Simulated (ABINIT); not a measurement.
An input for ABINIT 10.8.3 (CsH (Fm-3m)):

```
acell 3*1.0 Angstrom
rprim 
  -0.000000000000 3.188000000000 3.188000000000
  3.188000000000 -0.000000000000 3.188000000000
  3.188000000000 3.188000000000 -0.000000000000
ntypat 2
znucl 55 1
natom 2
typat 1 2
xred 
  0.000000000000 0.000000000000 0.000000000000
  0.500000000000 0.500000000000 0.500000000000
pp_dirpath "pseudos"
pseudos "Cs.upf, H.upf"
ecut 31
ngkpt 4 4 4
nshiftk 1
shiftk 0 0 0
kptopt 1
chksymbreak 0
istwfk *1
occopt 1
irdwfk 1
optdriver 4
nband 47
gwcalctyp 10
ecutsigx 31
symsigma 1
nkptgw 8
kptgw 
  0.0000000000 0.0000000000 0.0000000000
  0.2500000000 0.0000000000 0.0000000000
  0.5000000000 0.0000000000 0.0000000000
  0.2500000000 0.2500000000 0.0000000000
  0.5000000000 0.2500000000 0.0000000000
  -0.2500000000 0.2500000000 0.0000000000
  0.5000000000 0.5000000000 0.0000000000
  -0.2500000000 0.5000000000 0.2500000000
bdgw 
  1 9
  1 9
  1 9
  1 9
  1 9
  1 9
  1 9
  1 9
ecuteps 3.9
irdscr 1
ppmodel 1
irdqps 1
indata_prefix "in"
outdata_prefix "out"
tmpdata_prefix "tmp"
```

The database entry behind the starting cell differs from later determinations by our own check (0.1 to 0.3 % short, probably kX units), so it need not match the best structure at ambient conditions.

```sh
OMP_NUM_THREADS=1 mpirun -n 4 abinit run.abi > log
```

Q: Estimate wall time and host memory on 4 MPI ranks of Arm Neoverse N1, shared host.

It took 57 s; on shared hardware allow 28 s to 1.9 min. Peak host memory was 1.0 GiB.

[Paths, hosts, dates, memory and timing lines, banners, echoed tables and standing remarks are left out of the program output.]

[Logs are printed without paths, hosts, clocks, repeated set-up lines and the standing remarks that a program may print on its own settings, such as how far it seeks lower states.]

[Runs of the session that timed out or met a known fault of the program may be left out.]

[No measured gap is set beside runs whose start may be inverted or whose files or cutoffs have a known fault.]

[Hosts, paths, dates, database ids (printed as entryN), source tags and the programs' standing remarks are cut or masked in the printed files.]

[G0W0 gaps are taken among the corrected bands and points alone; a level outside them can change the order at an edge.]

[Where Ansatz stands beside ABINIT at settings called matched, ABINIT's density can come from a denser mesh and the files from another edition; pairs whose starting gaps differed by over 0.03 eV were left out, so agreement reads better than it is.]
